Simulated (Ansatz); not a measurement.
# Band gap of BaTiO3 (Pm-3m) from density functionals to GW

What gap does each level of theory give for BaTiO3 (Pm-3m), and in what time?

Method: density functionals, hybrids and G0W0, plane waves, files as named in each step, in Ansatz 0.2.0.

**The experiments to reproduce.**

- Gap 3.28 eV: optical gap from first-derivative diffuse reflectance spectrum; UV-vis diffuse reflectance; powder (commercial cubic reference powder, crystallite size 31.8 nm) (“Influence of Rapid Heat Treatment on the Photocatalytic Activity and Stability of Barium Titanates Against a Broad Range of Pollutants”, 2024, pmc:11596716).

- Gap 3.2 eV: optical gap from first-derivative diffuse reflectance spectrum; UV-vis diffuse reflectance; powder (“Influence of Rapid Heat Treatment on the Photocatalytic Activity and Stability of Barium Titanates Against a Broad Range of Pollutants”, 2024, pmc:11596716).

In doubt: the elements are of a kind flagged for part-filled d or f shells, though by formal charges that shell is empty here, so the flag may not apply.

**1. The structure**

Symmetry: Pm-3m, No. 221, cubic system. Conventional cell: a = 4.006 Å, b = 4.006 Å, c = 4.006 Å, α = 90.00°, β = 90.00°, γ = 90.00°. Nearest to Ba lie 12 O at 2.83 Å. Ti has 6 O at 2.00 Å nearest. Nearest to O lie 2 Ti at 2.00 Å and 4 Ba at 2.83 Å. Farther neighbours and most contacts between anions are not listed.

The cell and positions come from the Crystallography Open Database and are kept as given unless a step says otherwise. Spin-orbit coupling is left out unless a step names it. The default PAW set here is soft_2. Its files were made with PBE.

**2. PBE on the 6×6×6 mesh**

Levels along a band path and on the mesh show where this functional puts the band edges.

This step: DFT, PBE, plane waves, PAW.

input.yaml

```yaml
crystal:
  lattice:
    - [4.006, 0.0, 0.0]
    - [0.0, 4.006, 0.0]
    - [0.0, 0.0, 4.006]
  atoms:
    - { symbol: Ba, position: [0.5, 0.5, 0.5] }
    - { symbol: Ti, position: [0.0, 0.0, 0.0] }
    - { symbol: O, position: [0.5, 0.0, 0.0] }
    - { symbol: O, position: [0.0, 0.5, 0.0] }
    - { symbol: O, position: [0.0, 0.0, 0.5] }
kpoints:
  mp_grid: { grid: [6, 6, 6] }
  band_path:
    path:
      - [[0.0, 0.0, 0.0], [0.0, 0.5, 0.0], [0.5, 0.5, 0.0], [0.0, 0.0, 0.0], [0.5, 0.5, 0.5], [0.0, 0.5, 0.0]]
      - [[0.5, 0.5, 0.5], [0.5, 0.5, 0.0]]
    npoints: 10
hamiltonian:
  xc: pbe
scf:
  occupations: { method: fermi_dirac, width: 0.02 }
  n_extra_bands: 5
output:
  eigenvalues: true
  write_density: true
  write_potential: true
  elf: true
  volumetric_format: npy
```

Command:

```sh
> ansatz run input.yaml --threads 4 --pin off --max-ram 138240MiB --backend cuda --events-out ev --progress --plain --runs-dir out --devices 1 --max-vram 26GiB  # rebuilt from the run's record
```

Numbers of over 12 decimals in the logs are rounded to 6 here.

The log of the run:

```text
scf.n_extra_bands = 5 over 20 filled bands (N_el = 40.0): the run solves 25 bands
GPUs: using 1 of 1 available (devices: 1).
Engine: ansatz 0.2.0, x86_64-unknown-linux-gnu
Pseudopotentials: kind: paw
Pseudopotential: Ba, paw, valence charge 10, recommended cutoff 420 eV (normal), Ba.paw.azcp
Pseudopotential: Ti, paw, valence charge 12, recommended cutoff 420 eV (normal), Ti.paw.azcp
Pseudopotential: O, paw, valence charge 6, recommended cutoff 420 eV (normal), O.paw.azcp
Functional definition: PBE
  parameter kappa = 0.804
  parameter beta = 0.066725
  exchange = pbe_x(kappa = kappa, mu = beta*pi^2/3)
  correlation = pbe_c(beta = beta)
device memory: the entry about to start is reckoned to put 0.9 GiB on a device that reports 69.9 GiB free (of which the cap on the GPU budget leaves the run 26.0 GiB)
GPU FFT provider: cuFFT
GPU libraries: cuBLAS 13.8.2, cuFFT 12.4.0, cuSOLVER 12.3.4
Crystal: 5 atoms, lattice volume = 64.288 Å³
Basis set: ecut = 420 eV, 1237 PW (Γ)
Bands: 25, of which v1, the nominal top of the filled ones, is band 20 counted from 1 (19 counted from 0)
Symmetry: 48 space group operations
Space group: Pm-3m (ITA 221), of the structure as read, at distance tolerance 4.0e-5 Å
k-points: 20 of 216
Non-local potential: Ba, projectors of the file, l = 0: 3, l = 1: 2, l = 2: 2, l = 3: 2
Non-local potential: Ti, projectors of the file, l = 0: 3, l = 1: 2, l = 2: 3, l = 3: 1
Non-local potential: O, projectors of the file, l = 0: 2, l = 1: 2, l = 2: 1
PAW form: soft (Blöchl's): semilocal exchange-correlation on the pseudo side does not see the compensation charge
PAW one-centre angular grid: Ba, 194 points (default); XC on 64 Gauss nodes
PAW one-centre angular grid: Ti, 590 points (default); XC on 64 Gauss nodes
PAW one-centre angular grid: O, 110 points (default); XC on 64 Gauss nodes
Initial density: superposition of atomic densities (neutral atoms: chi_scale 0, normalization atom), corrected by the library's trained network
Initial wavefunctions: pseudopotential atomic-orbital guess
GPU buffer pool allocated for 19683 grid points (all kernels)
GPU transforms: local potential and band sums: pruned to the plane-wave sphere, on 27×27×27
Functional: x = pbe(κ = 0.804, μ = 0.219515), c = pbe(β = 0.066725)
SCF iter   1: F=—  HF=-10159.561737 eV  |F-HF|=—  |Δ(HF+E_count)|=         —  Δρ=1.56e-3  dr2=7.79e-4  ethr=1.77e-3  ⟨swp⟩=6.4  Hψ=2512  notcnv=0
preconditioner: auto → Resta (q_TF=auto, 2.521 Å⁻¹)  ε∞=5.9  [insulator: Δε(μ)=1.792 eV  Ē_g=11.810 eV  σ=0.020 eV  W_gap=1.00  n_scr=18 (ndim 8)  ℏωp=26.2 eV  f_vac=0.000  D(μ)=0.00/eV (n_scr^D=0)  ε∞_Penn≈5.9]
SCF iter   2: F=—  HF=-10159.561991 eV  |F-HF|=—  |Δ(HF+E_count)|=   2.54e-4  Δρ=7.53e-4  dr2=1.90e-4  ethr=1.95e-6  ⟨swp⟩=2.0  Hψ=1057  notcnv=0  defer=2
SCF iter   3: F=—  HF=-10159.562196 eV  |F-HF|=—  |Δ(HF+E_count)|=   2.06e-4  Δρ=1.39e-4  dr2=1.59e-5  ethr=4.74e-7  ⟨swp⟩=2.6  Hψ=801  notcnv=0  defer=5
SCF iter   4: F=—  HF=-10159.562211 eV  |F-HF|=—  |Δ(HF+E_count)|=   1.47e-5  Δρ=4.92e-5  dr2=2.15e-6  ethr=3.97e-8  ⟨swp⟩=1.9  Hψ=561  notcnv=0  defer=5
iter 5 did not close the SCF: its close was put off for the readings that it lacked (scf_convergence_deferred on its scf_iter line)
SCF iter   5: F=-10159.562211 eV  HF=-10159.562211 eV  |F-HF|=1.41e-8  |Δ(HF+E_count)|=   1.10e-7  Δρ=1.13e-5  dr2=4.15e-8  ethr=5.37e-9  ⟨swp⟩=2.4  Hψ=854  notcnv=0  defer=5
SCF iter   6: F=-10159.562211 eV  HF=-10159.562211 eV  |F-HF|=4.23e-9  |Δ(HF+E_count)|=   1.35e-9  Δρ=3.48e-6  dr2=7.73e-9  ethr=1.04e-10  ⟨swp⟩=4.8  Hψ=1949  notcnv=0
SCF 1 converged in 6 iterations: F = -10159.562211 eV  dr2 = 7.73e-9
[...]
device memory: the entry about to start is reckoned to put 1.5 GiB on a device that reports 69.9 GiB free (of which the cap on the GPU budget leaves the run 26.0 GiB)
NSCF: frozen V_eff on 62 k-points, pencils in batches of 32, up to order 112
SCF converged after 6 iterations
Free energy (F): -10159.562211 eV
Harris-Foulkes:  -10159.562211 eV  (|F-HF|=4.23e-9)
Internal energy: -10159.562211 eV  (E = F + TS)
E sigma→0 (E₀):  -10159.562211 eV
Fermi energy:    11.174301 eV
--- Per-component energies (eV) ---
  E_band       = -141.683238
  E_kinetic    = 969.608430
  E_local      = -2096.804138  (includes V_loc(G=0)·N_el)
  E_nonlocal   = 203.397590
  E_hartree    = 818.453571
  E_xc         = -491.442433
  E_vxc        = -546.108532  (∫ρ·V_xc dr)
  E_paw        = -6744.376361  (= ΣΔE_a)
  E_vpaw       = -308.691504  (= ΣTr[D̂ρ^β])
  E_aug_tail   = 0.007333  (compensation charges beyond the density's cutoff)
  E_ewald      = -2818.406203
  E_smearing   = -0.000000  (= −TS)
  E_closure    = 0.000000  (closes the sum)
  Σ components = -10159.562211   (vs F -10159.562211, Δ=0.00e0)
--- Band table (eV; the first three rows and the last of 20) ---
  k-point 0: bands = [... 16 lower, 9.1619, 10.1580, 10.1580, 10.1580, 12.0713, 12.0713, 12.0713, 14.2164, ... 1 higher]
  k-point 1: bands = [... 16 lower, 8.9493, 9.5363, 9.9751, 9.9751, 12.1022, 12.5810, 12.5810, 14.2178, ... 1 higher]
  k-point 2: bands = [... 16 lower, 8.5798, 8.6979, 9.7072, 9.7072, 12.1656, 13.4101, 13.4101, 14.2201, ... 1 higher]
  k-point 19: bands = [... 16 lower, 7.9289, 10.2662, 10.2662, 10.2662, 14.4591, 14.4591, 14.4591, 17.0935, ... 1 higher]
```

Elapsed: 5.3 s, on 1 × NVIDIA H100 80GB HBM3 (shared by 3 runs) with 4 threads of AMD EPYC 7R13 (Zen 3), shared host; peak memory 0.95 GiB.

Reading the cycles: dr2 is the Hartree energy of the density residual (eV), the measure of convergence; HF is the Harris–Foulkes estimate of the energy, which meets the free energy F at convergence.

Numbers from this step:

| Property | Result |
| --- | --- |
| filled bands | 20 |
| gap | 1.805 eV |
| valence top at | R |
| conduction bottom at | Γ |
| least direct gap | 1.913 eV |

Over mesh and path the gap is 1.805 eV, from k = (0.500, 0.500, 0.500) to k = Γ. The least direct gap found is 1.913 eV, at k = Γ.

**3. PBE+SOC on the 6×6×6 mesh**

This run has two-component orbitals with spin-orbit coupling.

This step: DFT, PBE with spin-orbit coupling, plane waves, PAW.

input.yaml, the sections that differ from step 2:

```yaml
kpoints:
  mp_grid: { grid: [6, 6, 6] }
  band_path:
    path: [[0.0, 0.0, 0.0], [0.0, 0.5, 0.0], [0.5, 0.5, 0.0], [0.5, 0.5, 0.5]]
    npoints: 1
scf:
  occupations: { method: fixed }
  n_extra_bands: 10
magnetization:
  noncollinear: true
  spin_orbit: true
output:
  eigenvalues: true
# crystal, hamiltonian: as in step 2
```

The log of the run:

```text
[...]
GPUs: using 1 of 1 available (devices: 1).
[...]
non-collinear run that drives no moment, with spin-orbit: no starting moment large enough to seed its density (crystal.atoms[].spin), no starting occupations that ask for one, no magnetisation constraint and no magnetic field, so the semilocal B_xc is pinned to zero
[...]
GPU FFT provider: cuFFT
GPU libraries: cuBLAS 13.8.2, cuFFT 12.4.0, cuSOLVER 12.3.4
Crystal: 5 atoms, lattice volume = 64.288 Å³
Basis set: ecut = 420 eV, 1237 PW (Γ)
Bands: 50, of which v1, the nominal top of the filled ones, is band 40 counted from 1 (39 counted from 0)
Symmetry: 48 space group operations + 48 with time reversal
[...]
k-points: 20 of 216
Projection manifold: j_resolved (fully-relativistic pseudo-atomic orbitals)
[...]
GPU buffer pool allocated for 19683 grid points (all kernels)
[...]
Absolute magnetization: 0.0000 μB (∫|m|)
  site 0: m = (+0.0000, +0.0000, +0.0000) μB, |m| = 0.0000 μB  (R = 1.17 Å)
  site 1: m = (+0.0000, +0.0000, +0.0000) μB, |m| = 0.0000 μB  (R = 0.83 Å)
  site 2: m = (+0.0000, +0.0000, +0.0000) μB, |m| = 0.0000 μB  (R = 0.83 Å)
  site 3: m = (+0.0000, +0.0000, +0.0000) μB, |m| = 0.0000 μB  (R = 0.83 Å)
  site 4: m = (+0.0000, +0.0000, +0.0000) μB, |m| = 0.0000 μB  (R = 0.83 Å)
Free energy (F): -10164.396732 eV
[...]
Internal energy: -10164.396732 eV  (E = F + TS)
E sigma→0 (E₀):  -10164.396732 eV
Fermi energy:    10.270661 eV
[...]
--- Band table (eV; the first three rows and the last of 20) ---
  k-point 0: bands = [... 36 lower, 10.2045, 10.2045, 10.2045, 10.2045, 12.0597, 12.0597, 12.0597, 12.0597, ... 6 higher]
  k-point 1: bands = [... 36 lower, 9.9420, 9.9420, 10.0156, 10.0156, 12.1005, 12.1005, 12.5689, 12.5689, ... 6 higher]
  k-point 2: bands = [... 36 lower, 9.6814, 9.6814, 9.7316, 9.7316, 12.1641, 12.1641, 13.3969, 13.3969, ... 6 higher]
  k-point 19: bands = [... 36 lower, 10.2707, 10.2707, 10.2707, 10.2707, 14.4539, 14.4539, 14.4539, 14.4539, ... 6 higher]
[key lines of the parts left out:]
SCF converged after 9 iterations
Magnetization: |M| = 0.0000 μB,  M = (+0.0000, +0.0000, +0.0000) μB
```

Wall time 5.6 s (1 × NVIDIA H100 80GB HBM3 (shared by 3 runs) with 4 threads); peak memory 1.1 GiB.

This step gave:

- gap: 1.789 eV
- valence top at: R
- conduction bottom at: Γ
- least direct gap: 1.855 eV

Over mesh and listed points the gap is 1.789 eV, from k = (0.500, 0.500, 0.500) to k = Γ. The least direct gap found is 1.855 eV, at k = Γ. PBE+SOC against PBE: 1.789 − 1.805 = −0.016 eV, with the same mesh, set of files (read in its fully relativistic form for the spin-orbit run) and cutoff, and both edges at the same k points. The spin-orbit run sees mesh and listed points alone, so its gap is an upper bound: the coupling can move an edge off these points, and the change over the zone, its sign included where it is small, is not known.

**4. HSE06 on the 4×4×4 mesh**

HSE06 mixes in a quarter of exact exchange at short range.

This step: DFT, HSE06, plane waves, PAW.

input.yaml, the sections that differ from step 3:

```yaml
kpoints:
  mp_grid: { grid: [4, 4, 4] }
  band_path:
    path: [[0.0, 0.0, 0.0], [0.0, 0.5, 0.0], [0.5, 0.5, 0.0], [0.5, 0.5, 0.5]]
    npoints: 1
hamiltonian:
  xc: hse06
scf:
  occupations: { method: fixed }
  n_extra_bands: 5
# crystal, output: as in step 3
# magnetization: removed
```

The log of the run:

```text
[...]
GPUs: using 1 of 1 available (devices: 1).
[...]
davidson cushion auto → on  (no smearing: the cushion is to keep the highest requested band from converging to the state above it; pin scf.eigensolver.cushion to override)
[...]
GPU FFT provider: cuFFT
GPU libraries: cuBLAS 13.8.2, cuFFT 12.4.0, cuSOLVER 12.3.4
Crystal: 5 atoms, lattice volume = 64.288 Å³
Basis set: ecut = 420 eV, 1237 PW (Γ)
[...]
Fermi energy:    9.247644 eV
[...]
--- Band table (eV; the first three rows and the last of 10) ---
  k-point 0: bands = [... 16 lower, 8.0600, 9.1551, 9.1551, 9.1551, 12.4299, 12.4299, 12.4299, 14.5312, ... 1 higher]
  k-point 1: bands = [... 16 lower, 7.6576, 7.9805, 8.8008, 8.8008, 12.5010, 13.4420, 13.4420, 14.5353, ... 1 higher]
  k-point 2: bands = [... 16 lower, 7.3422, 7.3422, 8.5215, 8.5215, 12.5753, 14.3261, 14.3261, 14.5389, ... 1 higher]
  k-point 9: bands = [... 16 lower, 6.7723, 9.2476, 9.2476, 9.2476, 15.1268, 15.1268, 15.1268, 17.6580, ... 1 higher]
[key lines of the parts left out:]
Free energy (F): -10163.423067 eV
```

The job ended after 14 s (1 × NVIDIA H100 80GB HBM3 (shared by 3 runs) with 4 threads; peak memory 1.1 GiB).

Numbers from this step:

| Quantity | Value |
| --- | --- |
| gap | 3.182 eV |
| valence top at | R |
| conduction bottom at | Γ |
| least direct gap | 3.275 eV |
| exact-exchange fraction | 0.25 |

Over mesh and listed points the gap is 3.182 eV, from k = (0.500, 0.500, 0.500) to k = Γ. The least direct gap found is 3.275 eV, at k = Γ. HSE06 against PBE: 3.182 − 1.805 = +1.377 eV. The runs also differ in mesh (6×6×6 and 4×4×4), so how much of this comes from the functional alone is not known.

**5. HSE06+SOC on the 4×4×4 mesh**

This step: DFT, HSE06 with spin-orbit coupling, plane waves, PAW.

input.yaml: that of step 4 with these lines changed.

```diff
@@ -20,3 +20,6 @@
   occupations: { method: fixed }
-  n_extra_bands: 5
+  n_extra_bands: 10
+magnetization:
+  noncollinear: true
+  spin_orbit: true
 output:
```

The log of the run:

```text
[...]
GPUs: using 1 of 1 available (devices: 1).
[...]
GPU FFT provider: cuFFT
GPU libraries: cuBLAS 13.8.2, cuFFT 12.4.0, cuSOLVER 12.3.4
Crystal: 5 atoms, lattice volume = 64.288 Å³
Basis set: ecut = 420 eV, 1237 PW (Γ)
Bands: 50, of which v1, the nominal top of the filled ones, is band 40 counted from 1 (39 counted from 0)
Symmetry: 48 space group operations + 48 with time reversal
[...]
--- Band table (eV; the first three rows and the last of 10) ---
  k-point 0: bands = [... 36 lower, 9.2107, 9.2107, 9.2107, 9.2107, 12.4173, 12.4173, 12.4173, 12.4173, ... 6 higher]
  k-point 1: bands = [... 36 lower, 8.7640, 8.7640, 8.8415, 8.8415, 12.4995, 12.4995, 13.4283, 13.4283, ... 6 higher]
  k-point 2: bands = [... 36 lower, 8.4996, 8.4996, 8.5411, 8.5411, 12.5738, 12.5738, 14.3110, 14.3110, ... 6 higher]
  k-point 9: bands = [... 36 lower, 9.2538, 9.2538, 9.2538, 9.2538, 15.1202, 15.1202, 15.1202, 15.1202, ... 6 higher]
[key lines of the parts left out:]
Magnetization: |M| = 0.0000 μB,  M = (+0.0000, +0.0000, +0.0000) μB
Free energy (F): -10161.682815 eV
Fermi energy:    9.253829 eV
```

Elapsed: 32 s, on 1 × NVIDIA H100 80GB HBM3 (shared by 3 runs) with 4 threads; peak memory 1.7 GiB; 74 s of CPU time.

Numbers from this step:

* gap: 3.163 eV
* valence top at: R
* conduction bottom at: Γ
* least direct gap: 3.207 eV
* exact-exchange fraction: 0.25

Over mesh and listed points the gap is 3.163 eV, from k = (0.500, 0.500, 0.500) to k = Γ. The least direct gap found is 3.207 eV, at k = Γ. HSE06+SOC against HSE06: 3.163 − 3.182 = −0.019 eV, with the same mesh, set of files (read in its fully relativistic form for the spin-orbit run) and cutoff, and both edges at the same k points. The spin-orbit run sees mesh and listed points alone, so its gap is an upper bound: the coupling can move an edge off these points, and the change over the zone, its sign included where it is small, is not known.

**6. G0W0@PBE, 6×6×6 mesh, 382 empty bands, screening to 190 eV, all-electron files**

G0W0 replaces the xc potential by a self-energy built once from the orbitals of the start. Levels are corrected in the window of bands that the input names, at points of the mesh.

This step: G0W0 on PBE, plane waves, all-electron datasets made for the crystal.

input.yaml

```yaml
crystal:
  lattice:
    - [4.006, 0.0, 0.0]
    - [0.0, 4.006, 0.0]
    - [0.0, 0.0, 4.006]
  atoms:
    - { symbol: Ba, position: [0.5, 0.5, 0.5] }
    - { symbol: Ti, position: [0.0, 0.0, 0.0] }
    - { symbol: O, position: [0.5, 0.0, 0.0] }
    - { symbol: O, position: [0.0, 0.5, 0.0] }
    - { symbol: O, position: [0.0, 0.0, 0.5] }
kpoints:
  mp_grid: { grid: [6, 6, 6] }
hamiltonian:
  xc: pbe
  pseudopotentials: { kind: all_electron }
scf:
  occupations: { method: fixed }
gw:
  n_empty_bands: 382
  ecut_chi: 190.0
  qp_bands: [v2, c2]
  qp_kpoints: band_edges
  screening: { model: contour_deformation }
```

The log of the run:

```text
GPUs: using 1 of 1 available (devices: 1).
[...]
GPU FFT provider: cuFFT
GPU libraries: cuBLAS 13.8.2, cuFFT 12.4.0, cuSOLVER 12.3.4
Crystal: 5 atoms, lattice volume = 64.288 Å³
Basis set: ecut = 2970 eV, 23583 PW (Γ), exchange–correlation on 144×144×144 points (8 copies of the dense FFT grid, shifted against one another)
Bands: 62, of which v1, the nominal top of the filled ones, is band 51 counted from 1 (50 counted from 0)
[...]
1    53     18.0158   -13.6531    -6.5292   -21.0926  0.7147    18.9454    18.9261  root
[...]
19    50     15.7071   -25.8348     4.5830   -20.7746  0.7055    15.2245    15.2300  root
    19    51     15.7071   -25.8348     4.5830   -20.7746  0.7055    15.2245    15.2300  root
    19    52     19.8975   -14.6909    -8.0671   -23.7010  0.6544    20.8816    20.8405  root
    19    53     19.8975   -14.6909    -8.0671   -23.7010  0.6544    20.8816    20.8405  root
[key lines of the parts left out:]
SCF converged after 13 iterations
Free energy (F): -250758.800424 eV
Fermi energy:    15.707092 eV
```

Elapsed: 6.3 min, on 1 × NVIDIA H100 80GB HBM3 (shared by 3 runs) with 4 threads; peak memory 6.7 GiB; 10 min of CPU time.

This step gave:

* bands summed: 433
* RPA ε∞ on this mesh (eigenvalues): 6.492, 6.492, 6.492
* plane waves in the screening matrix: 389
* G0W0 gap over the corrected points: 3.201 eV
* k of the valence top: -0.5, -0.5, -0.5
* k of the conduction bottom: 0, 0, 0
* starting gap on the mesh: 1.798 eV
* Z at the valence top: 0.7055
* Z at the conduction bottom: 0.7272
* least direct G0W0 gap over the corrected points: 3.329 eV

Over 15 of 20 irreducible mesh points the G0W0 gap is 3.201 eV, from k = (-0.500, -0.500, -0.500) to k = Γ. The PBE gap of this run on the mesh is 1.798 eV. The two states that bound the G0W0 gap lie that far apart at the start, so the correction of the gap is 3.201 − 1.798 = +1.403 eV. The program's warnings for this run: metallic iterate.

[end of part 1 of 2]

[Paths, hosts, dates, memory and timing lines, banners, echoed tables and standing remarks are left out of the program output.]

[Logs are printed without paths, hosts, clocks, repeated set-up lines and the standing remarks that a program may print on its own settings, such as how far it seeks lower states.]

[Runs of the session that timed out or met a known fault of the program may be left out.]

[Cells called generated may have been cut or substituted from an entry of the Crystallography Open Database or the Materials Project.]

[Hosts, paths, dates, database ids (printed as entryN), source tags and the programs' standing remarks are cut or masked in the printed files.]

[Where an RPA ε∞ is given, it is that of the G0W0 mesh and is not shown converged in it. Names of k-points follow the symmetry that the program found, which can be lower than the space group named. Band edges on a path are those of the sampled points; other points can move an edge, and change direct to indirect where valleys lie close.]

[Hybrid gaps are those of their k-mesh and are not shown converged in it.]
